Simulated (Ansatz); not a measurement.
# What Y (model cell, started as body-centred cubic) distorts into

Aim: this structure of Y (model cell, started as body-centred cubic) is to be tested for unstable modes, and one is followed downhill.

Calculated with Ansatz 0.2.0; DFT LDA, scalar-relativistic, plane waves, PAW; PAW set soft_1.

This is not the structure that Y takes at ambient pressure and room temperature (hexagonal, No. 194); it is a model or a phase of other conditions.

## (1) The structure

Symmetry: Im-3m, No. 229, cubic system. The conventional cell has a = 3.910 Å, b = 3.910 Å, c = 3.910 Å, α = 90.00°, β = 90.00°, γ = 90.00°. Y has 8 Y at 3.39 Å nearest.

## (2) Response at finite wavevector

The cell comes from relaxations at this level that are not shown. Stability and thermal properties need the whole zone. Linear response on a 4×4×4 q mesh gives force constants as far as a supercell of that size would.

input.yaml reads:

```yaml
crystal:
  lattice:
    - [-1.9548669328, 1.9548669328, 1.9548669328]
    - [1.9548669328, -1.9548669328, 1.9548669328]
    - [1.9548669328, 1.9548669328, -1.9548669328]
  atoms:
    - { symbol: "Y", position: [0.0, 0.0, 0.0] }
kpoints:
  mp_grid: { grid: [16, 16, 16] }
hamiltonian:
  xc: lda
  pseudopotentials: { kind: paw, azcp: { folder: soft_1 }, xc_functional: pbe }
scf:
  occupations: { method: methfessel_paxton, width: 0.2 }
output:
  eigenvalues: true
phonons:
  method: dfpt
  qmesh: [4, 4, 4]
  temperatures: { t_max: 1000, t_step: 50 }
  qpath:
    path:
      - [[0.0, 0.0, 0.0], [0.5, -0.5, 0.5], [0.0, 0.0, 0.5], [0.0, 0.0, 0.0], [0.25, 0.25, 0.25], [0.5, -0.5, 0.5]]
      - [[0.25, 0.25, 0.25], [0.0, 0.0, 0.5]]
    npoints: 10
```

Run with:

```sh
> ansatz run input.yaml --threads 8 --pin off --max-ram 16384MiB --backend cpu --events-out ev --progress --plain --runs-dir out
```

Numbers of over 12 decimals in the logs are rounded to 6 here.

The program printed:

```text
Engine: ansatz 0.2.0, x86_64-unknown-linux-gnu
Pseudopotentials: kind: paw
Pseudopotential: Y, paw, valence charge 11, recommended cutoff 420 eV (normal), soft_1/Y.paw.azcp
Functional definition: SPW92
  exchange = slater_x
  correlation = pw_c
Crystal: 1 atoms, lattice volume = 29.882 Å³
Basis set: ecut = 420 eV, 603 PW (Γ), exchange–correlation on 48×48×48 points (8 copies of the dense FFT grid, shifted against one another)
Bands: 10, of which v1, the nominal top of the filled ones, is band 6 counted from 1 (5 counted from 0)
Symmetry: 48 space group operations
k-points: 145 of 4096
Non-local potential: Y, projectors of the file, l = 0: 3, l = 1: 2, l = 2: 2, l = 3: 1
PAW form: soft (Blöchl's): semilocal exchange-correlation on the pseudo side does not see the compensation charge
PAW frozen core: Y, regenerated for the run's functional, and the local potential with it (the file was generated under x = pbe(κ = 0.804, μ = 0.219515), c = pbe(β = 0.066725))
PAW one-centre angular grid: Y, 590 points (default); XC on 64 Gauss nodes
Initial density: superposition of atomic densities (chi_scale 0.1, normalization cell)
Initial wavefunctions: pseudopotential atomic-orbital guess
Functional: x = slater, c = lda
SCF iter   1: F=—  HF=-3745.472642 eV  |F-HF|=—  |Δ(HF+E_count)|=         —  Δρ=1.33e-2  dr2=7.89e-2  ethr=3.10e-3  ⟨swp⟩=4.9  Hψ=8152  notcnv=0
preconditioner: auto → Kerker (q_TF=auto, 2.310 Å⁻¹)  [metal: Δε(μ)=0.022 eV  Ē_g=4.710 eV  σ=0.200 eV  W_gap=0.09  n_scr=12 (ndim 8)  ℏωp=11.8 eV  f_vac=0.000  D(μ)=2.51/eV (n_scr^D=18)]
SCF iter   2: F=—  HF=-3745.455353 eV  |F-HF|=—  |Δ(HF+E_count)|=   1.73e-2  S|Δr|=    0.00e0  Δρ=8.39e-3  dr2=3.17e-2  ethr=7.18e-4  ⟨swp⟩=1.0  Hψ=2610  notcnv=0
SCF iter   3: F=—  HF=-3745.444501 eV  |F-HF|=—  |Δ(HF+E_count)|=   1.09e-2  S|Δr|=    0.00e0  Δρ=1.01e-3  dr2=2.59e-4  ethr=2.88e-4  ⟨swp⟩=2.6  Hψ=2160  notcnv=0
SCF iter   4: F=—  HF=-3745.444504 eV  |F-HF|=—  |Δ(HF+E_count)|=   2.50e-6  S|Δr|=    0.00e0  Δρ=1.75e-4  dr2=5.65e-6  ethr=2.36e-6  ⟨swp⟩=1.6  Hψ=1632  notcnv=0
SCF iter   5: F=—  HF=-3745.444504 eV  |F-HF|=—  |Δ(HF+E_count)|=   3.42e-7  S|Δr|=    0.00e0  Δρ=2.85e-5  dr2=1.11e-7  ethr=5.14e-8  ⟨swp⟩=2.1  Hψ=2255  notcnv=0
SCF iter   6: F=—  HF=-3745.444504 eV  |F-HF|=—  |Δ(HF+E_count)|=   1.12e-8  S|Δr|=    0.00e0  Δρ=2.50e-6  dr2=7.58e-10  ethr=1.01e-9  ⟨swp⟩=1.8  Hψ=1750  notcnv=0
SCF iter   7: F=—  HF=-3745.444504 eV  |F-HF|=—  |Δ(HF+E_count)|=  6.17e-10  S|Δr|=    0.00e0  Δρ=5.34e-7  dr2=5.08e-11  ethr=6.89e-12  ⟨swp⟩=2.2  Hψ=1953  notcnv=0
SCF iter   8: F=-3745.444504 eV  HF=-3745.444504 eV  |F-HF|=1.36e-12  |Δ(HF+E_count)|=  1.68e-11  S|Δr|=    0.00e0  Δρ=6.12e-8  dr2=5.43e-13  ethr=1.00e-12  ⟨swp⟩=5.4  Hψ=5095  notcnv=0
the search or the solves at the SCF's close seem to have found levels that the self-consistency loop had missed (the run counts 1). By its estimate they hold under 1e-12 electrons; where the run keeps them, the occupations were computed again with them
SCF 1 converged in 8 iterations: F = -3745.444504 eV  dr2 = 5.43e-13
  greatest PAW one-centre occupation: 0.992 electrons in one spin orbital (limit 2), on the Y atom at site 0 (counted from 0), in its partial waves of l = 0
NSCF: frozen V_eff on 145 k-points
NSCF: frozen V_eff on 349 k-points
DFPT response loops at q = (0, 0, 0) (fractional): preconditioner auto → Kerker (q_TF=auto, 2.310 Å⁻¹) (partly filled bands, converged f_vac=0.000); β = 1.00, the filter's whole step (`scf.mixing.beta` (0.50) is not read by the response loops under this deck's `scf.mixing.preconditioner`; to damp them name `kerker` or `kerker_dos`, under which they read `scf.mixing.beta`, and type it under 1.00, their step now; both keys bind the ground state too); Broyden in place of MSR1
NSCF: frozen V_eff on 4352 k-points
DFPT response loops at q = (0, 0, 0.25) (fractional): mixed as the last ones told, above
NSCF: frozen V_eff on 2196 k-points
DFPT response loops at q = (0, 0, -0.5) (fractional): mixed as the last ones told, above
NSCF: frozen V_eff on 8192 k-points
DFPT response loops at q = (0, 0.25, 0.25) (fractional): mixed as the last ones told, above
NSCF: frozen V_eff on 1178 k-points
DFPT response loops at q = (0.25, 0.25, 0.25) (fractional): mixed as the last ones told, above
NSCF: frozen V_eff on 2320 k-points
DFPT response loops at q = (0.25, 0.25, -0.25) (fractional): mixed as the last ones told, above
NSCF: frozen V_eff on 4352 k-points
DFPT response loops at q = (0.25, -0.5, -0.5) (fractional): mixed as the last ones told, above
NSCF: frozen V_eff on 698 k-points
DFPT response loops at q = (-0.5, -0.5, -0.5) (fractional): mixed as the last ones told, above
SCF converged after 8 iterations
Stability not checked: this state was not tested for a lower state beside it, because cold or Methfessel-Paxton smearing, or corrected tetrahedra, fill the levels in a way that the test cannot read (fill_not_monotonic; see scf.lower_state_search)
Free energy (F): -3745.444504 eV
Harris-Foulkes:  -3745.444504 eV  (|F-HF|=1.36e-12)
Internal energy: -3745.441793 eV  (E = F + TS)
E sigma→0 (E₀):  -3745.443826 eV
Entropy (-TS):   -0.002711 eV (-2.711 meV/atom)
Fermi energy:    10.366666 eV
--- Per-component energies (eV) ---
  E_band       = -109.664880
  E_kinetic    = 317.205133
  E_local      = -571.235953  (includes V_loc(G=0)·N_el)
  E_nonlocal   = 31.099520
  E_hartree    = 180.036955
  E_xc         = -177.109322
  E_vxc        = -205.151169  (∫ρ·V_xc dr)
  E_paw        = -2714.862891  (= ΣΔE_a)
  E_vpaw       = -41.656344  (= ΣTr[D̂ρ^β])
  E_aug_tail   = 0.000022  (compensation charges beyond the density's cutoff)
  E_ewald      = -810.904843
  E_core_change = 0.329585  (= ΣΔE_core)
  E_smearing   = -0.002711  (= −TS)
  E_closure    = -0.000000  (closes the sum)
  Σ components = -3745.444504   (vs F -3745.444504, Δ=0.00e0)
--- Band table (eV; the first three rows and the last of 145) ---
  k-point 0: bands = ["-32.1116", "-11.7718", "-11.7718", "-11.7718", "5.4576", "12.0649", "12.0649", "12.0649", "14.2320", "14.2320"]
  k-point 1: bands = ["-32.1077", "-11.8030", "-11.7813", "-11.7720", "5.5711", "11.9800", "12.0295", "12.1759", "14.0930", "14.2281"]
  k-point 2: bands = ["-32.0966", "-11.8907", "-11.8081", "-11.7726", "5.8987", "11.7532", "11.8804", "12.5050", "13.8436", "14.2274"]
  k-point 144: bands = ["-31.9339", "-12.2956", "-12.2956", "-12.2956", "8.6650", "8.6650", "16.1657", "16.1657", "16.1657", "16.4116"]
--- Phonons (Γ-DFPT): 1 representative perturbation + reference (Σ response iterations 3) ---
  ASR residual: 1.759e-6 → 0.000e0 eV/Å²; symmetrization residual: 6.442e-13 eV/Å²
  ASR residual per site (eV/Å²): 1.76e-6
  Γ frequencies (cm⁻¹): 0.00 0.00 0.00
--- Phonons (arbitrary-q DFPT): 8 irreducible q on the 4×4×4 mesh ---
  q = [0.0000, 0.0000, 0.0000] (star 1, of the zone-centre solve; hermiticity 1.51e-8, symmetrization 3.66e-7): -0.00 -0.00 0.00
  q = [0.0000, 0.0000, 0.2500] (star 12, 2 solved perturbations in 3336 linear systems a pass and spin channel, the states on 2176 of 4096 k-point pairs; hermiticity 7.05e-14, symmetrization 4.46e-13): -61.49 57.50 89.04
  q = [0.0000, 0.0000, -0.5000] (star 6, 2 solved perturbations in 1719 linear systems a pass and spin channel, the states on 1098 of 4096 k-point pairs; hermiticity 3.27e-8, symmetrization 1.76e-8): -79.51 76.51 125.25
  q = [0.0000, 0.2500, 0.2500] (star 24, 2 solved perturbations in 6272 linear systems a pass and spin channel, the states on 4096 of 4096 k-point pairs; hermiticity 4.36e-6, symmetrization 2.20e-13): -71.27 86.27 123.36
  q = [0.2500, 0.2500, 0.2500] (star 2, 1 solved perturbation on 589 of 4096 k-point pairs; hermiticity 1.31e-13, symmetrization 1.60e-13): 92.75 92.75 92.75
  q = [0.2500, 0.2500, -0.2500] (star 6, 2 solved perturbations in 1808 linear systems a pass and spin channel, the states on 1160 of 4096 k-point pairs; hermiticity 2.52e-13, symmetrization 3.07e-13): 53.10 73.98 73.98
  q = [0.2500, -0.5000, -0.5000] (star 12, 2 solved perturbations in 3336 linear systems a pass and spin channel, the states on 2176 of 4096 k-point pairs; hermiticity 4.29e-8, symmetrization 2.17e-8): 61.74 103.44 138.37
  q = [-0.5000, -0.5000, -0.5000] (star 1, 1 solved perturbation on 349 of 4096 k-point pairs; hermiticity 1.39e-8, symmetrization 6.97e-9): 138.04 138.04 138.04
  sum rule: each row above includes the acoustic sum rule's correction from the zone centre's row sums; it moved no ω² by more than (0.07 cm⁻¹)²
  mesh force constants: q→R imaginary residual 0.00e0; ASR residual 1.759e-6 → 0.000e0 eV/Å²; symmetrization residual 8.882e-16 eV/Å²
  interpolated dispersion: 62 rows × 3 modes
  density of states and harmonic sums: on the 24×24×24 q-mesh, interpolated from the force constants of a 4×4×4 supercell (no non-analytic term)
  largest difference from the sums on the solved wave vectors: F 1.76e-2 eV, S 2.76e-5 and C_V 9.95e-6 eV/K
  zero-point energy: 0.012865 eV/cell   skipped modes (ω ≤ 0): 322, of them read as no rigid motion or as one in doubt: 319 (8.184e-1 modes/cell left out, lowest -79.51 cm⁻¹)   left out of the sums: 2.73e-1 of the cell's modes: C_V's classical limit lies that fraction below 3 k_B per atom; for a crystal, a wire or a layer, F and S can be off by more, and a phonons.interpolated_qmesh denser along its periods is the remedy for the sampling
```

Wall time 75 s (8 threads of Intel Xeon at 2.70GHz, shared host); peak memory 2.6 GiB.

Reading the cycles: dr2 is the Hartree energy of the density residual (eV), the measure of convergence; HF is the Harris–Foulkes estimate of the energy, which meets the free energy F at convergence.

This step gave:

| Item | Value |
| --- | --- |
| volume per atom | 29.88 Å³ |
| gap on the k-mesh | 0 eV |
| sum-rule residual before enforcement | 1.76e-6 eV/Å² |
| lowest frequency on the path | -79.51 cm⁻¹ |
| highest frequency on the path or at a solved wavevector | 140.6 cm⁻¹ |
| lowest mode on the q mesh (acoustic modes at Γ apart) | -79.51 cm⁻¹ |

Frequencies (cm⁻¹) solved at each irreducible wavevector; negative means imaginary. Frequencies by wavevector, by row:

```tsv
q in reciprocal lattice units	star	mode 1	mode 2	mode 3
0 0 0	1	0	0	0
0 0 0.25	12	-61.5	57.5	89
0 0 -0.5	6	-79.5	76.5	125.2
0 0.25 0.25	24	-71.3	86.3	123.4
0.25 0.25 0.25	2	92.8	92.8	92.8
0.25 0.25 -0.25	6	53.1	74	74
0.25 -0.5 -0.5	12	61.7	103.4	138.4
-0.5 -0.5 -0.5	1	138	138	138
```

Interpolated from a 4×4×4 q mesh. The phonon branches at the labelled points (cm⁻¹):

```tsv
point	branch 1	branch 2	branch 3
Γ	0	0	0
halfway	53	74	74
H	138	138	138
halfway	62	103	138
N	-80	76	125
halfway	-62	58	89
Γ	0	0	0
halfway	-34	-34	115
P	93	93	93
halfway	-51	125	125
H	138	138	138
jump to P	93	93	93
halfway	-59	92	122
N	-80	76	125
```

The phonon branches as a text plot (rows in cm⁻¹):

```
    136 |          ********                            ****
    127 |         *   **   ****             ***      **       ***
    118 |        *      *      *           *       **   *   **
    109 |        *     *        *              *  *
     99 |                *                *      *         *
     90 |       *       * *      *              *      *   ****
     81 |                  ***           *     *           *   **
     72 |     **              *** *
     63 |    *           *         *             *
     53 |     **                 *      *     *
     44 |   *                     * *                 *
     35 |  *                       *         *
     26 |    *                      *  *                    *
     17 | ***                        *
      8 |
     -2 |*                *           *
    -11 |                            * *
    -20 |                               *   *
    -29 |                           *    **       *
    -38 |                          *       *                 *
    -47 |                         *                  *
    -57 |
    -66 |                        *                 **         *
    -75 |                  ******                              **
         Γ           H       N        Γ         P        H|P    N
```

Symmetry leaves 8 wavevectors to solve. The lowest mode among them, the acoustic zeros apart, lies at q = (0, 0, -0.5) and is imaginary, 79.5i cm⁻¹, so the energy falls along it.

## (3) The mode frozen in, largest atomic shift 0 Å

The mode followed lies at q = (0, 0.25, 0.25) with frequency 71.3i cm⁻¹, one of the unstable modes though not the softest. At small amplitude the distorted cell has space group no. 11 by a symmetry search on the positions. The undistorted cell that holds it gives the zero of energy on the same k mesh.

System of this step: Y (model cell, started as body-centred cubic). Symmetry: Im-3m, No. 229, cubic system. Conventional cell: a = 3.910 Å, b = 3.910 Å, c = 3.910 Å, α = 90.00°, β = 90.00°, γ = 90.00°. Y has 8 Y at 3.39 Å nearest.

input.yaml, the sections that differ from step 2:

```yaml
crystal:
  lattice:
    - [-1.9548669328, 1.9548669328, 1.9548669328]
    - [0.0, -3.9097338656, 3.9097338656]
    - [5.8646007984, 1.9548669328, 1.9548669328]
  atoms:
    - { symbol: "Y", position: [0.0, 0.0, 0.0] }
    - { symbol: "Y", position: [0.75, 0.5, 0.25] }
    - { symbol: "Y", position: [0.5, 0.0, 0.5] }
    - { symbol: "Y", position: [0.25, 0.5, 0.75] }
kpoints:
  mp_grid: { grid: [12, 8, 8] }
output:
  forces: true
  stress: true
  eigenvalues: true
# hamiltonian, scf: as in step 2
# phonons: removed
```

The program printed:

```text
[...]
Crystal: 4 atoms, lattice volume = 119.529 Å³
Basis set: ecut = 420 eV, 2353 PW (Γ)
Bands: 27, of which v1, the nominal top of the filled ones, is band 22 counted from 1 (21 counted from 0)
Symmetry: 16 space group operations
[...]
k-points: 250 of 768
[...]
k-point 0: bands = [... 18 lower, 8.9335, 8.9335, 10.1988, 10.1988, 10.4227, 10.7508, 10.7508, 11.4881, ... 6 higher]
  k-point 1: bands = [... 18 lower, 8.4431, 9.3175, 10.1435, 10.3609, 10.4292, 10.6422, 10.8214, 11.3945, ... 6 higher]
  k-point 2: bands = [... 18 lower, 8.5365, 9.5886, 10.1944, 10.4317, 10.4317, 10.6208, 10.9336, 11.1572, ... 6 higher]
  k-point 249: bands = [... 18 lower, 9.1741, 9.1741, 9.7672, 9.7672, 10.4223, 10.4223, 11.4881, 11.4881, ... 6 higher]
[key lines of the parts left out:]
SCF converged after 6 iterations
Free energy (F): -14981.777247 eV
Fermi energy:    10.367316 eV
P = ⅓ Tr σ = 0.0046 GPa (0.046 kbar)
```

The job ended after 7.2 s (8 threads; peak memory 1 GiB; 50 s of CPU time).

This step gave:

```yaml
pressure: 0.004558 GPa
energy_from_the_undistorted_cell: 0 meV/atom
```

The run ends at a pressure of 0.00 GPa.

## (4) The mode frozen in, largest atomic shift 0.22 Å

The atoms are moved along the unstable eigenvector, the largest shift by 0.22 Å, with the cell fixed.

input.yaml, the sections that differ from step 3:

```yaml
crystal:
  lattice:
    - [-1.9548669328, 1.9548669328, 1.9548669328]
    - [0.0, -3.9097338656, 3.9097338656]
    - [5.8646007984, 1.9548669328, 1.9548669328]
  atoms:
    - { symbol: "Y", position: [0.0599846945, 0.0, -0.0086818548] }
    - { symbol: "Y", position: [0.6900153055, 0.5, 0.2586818548] }
    - { symbol: "Y", position: [0.4400153055, 0.0, 0.5086818548] }
    - { symbol: "Y", position: [0.3099846945, 0.5, 0.7413181452] }
# kpoints, hamiltonian, scf, output: as in step 3
```

The program printed:

```text
[...]
Crystal: 4 atoms, lattice volume = 119.529 Å³
Basis set: ecut = 420 eV, 2353 PW (Γ)
Bands: 27, of which v1, the nominal top of the filled ones, is band 22 counted from 1 (21 counted from 0)
Symmetry: 4 space group operations
[...]
k-points: 250 of 768
[...]
k-point 0: bands = [... 18 lower, 8.9381, 8.9666, 10.1874, 10.1937, 10.5251, 10.6346, 10.8864, 11.4998, ... 1 higher]
  k-point 1: bands = [... 18 lower, 8.4622, 9.3038, 10.1410, 10.3465, 10.4888, 10.6961, 10.8382, 11.4071, ... 1 higher]
  k-point 2: bands = [... 18 lower, 8.5619, 9.4845, 10.1961, 10.4382, 10.5867, 10.6020, 10.9134, 11.1732, ... 1 higher]
  k-point 249: bands = [... 18 lower, 9.2520, 9.2520, 9.6956, 9.6956, 10.5189, 10.5189, 11.2410, 11.2410, ... 1 higher]
[key lines of the parts left out:]
SCF converged after 7 iterations
Free energy (F): -14981.852644 eV
Fermi energy:    10.299988 eV
P = ⅓ Tr σ = -0.1303 GPa (-1.303 kbar)
```

The job ended after 6 s (8 threads; peak memory 0.9 GiB).

This step gave:

```yaml
pressure: -0.1303 GPa
energy_from_the_undistorted_cell: -19.04 meV/atom
```

The energy, extrapolated to zero smearing, is -19.04 meV/atom against the undistorted cell.

The run ends at a pressure of -0.13 GPa, with forces up to 0.36 eV/Å.

## (5) Energy along the mode, all amplitudes (two of the runs are shown above)

An imaginary frequency means negative curvature, so the energy should fall and then rise again as anharmonic terms take over.

Numbers from this step:

| Quantity | Value |
| --- | --- |
| depth at the lowest point sampled | 19.04 meV/atom |
| largest atomic shift at that point | 0.22 Å |

The energy from the parent by largest atomic shift:

```tsv
largest atomic shift (Å)	energy from the parent (meV/atom)
0.000	0
0.040	-1.38
0.080	-5.02
0.140	-12.1
0.220	-19.0
0.320	-15.6
0.450	20.2
```

Displacement at unit largest shift by atom:

```tsv
atom	x (Å)	y (Å)	z (Å)	size
Y1	-0.764	0.456	0.456	1.000
Y2	0.764	-0.456	-0.456	1.000
Y3	0.764	-0.456	-0.456	1.000
Y4	-0.764	0.456	0.456	1.000
```

The lowest of the steps tried is at 0.22 Å, 19.0 meV/atom below the parent; the bottom of the well need not coincide with a step.

(Part 1 of 2 ends here.)

[Logs are printed without paths, hosts, clocks, repeated set-up lines and the standing remarks that a program may print on its own settings, such as how far it seeks lower states.]

[Hosts, paths, dates, database ids (printed as entryN), source tags and the programs' standing remarks are cut or masked in the printed files.]
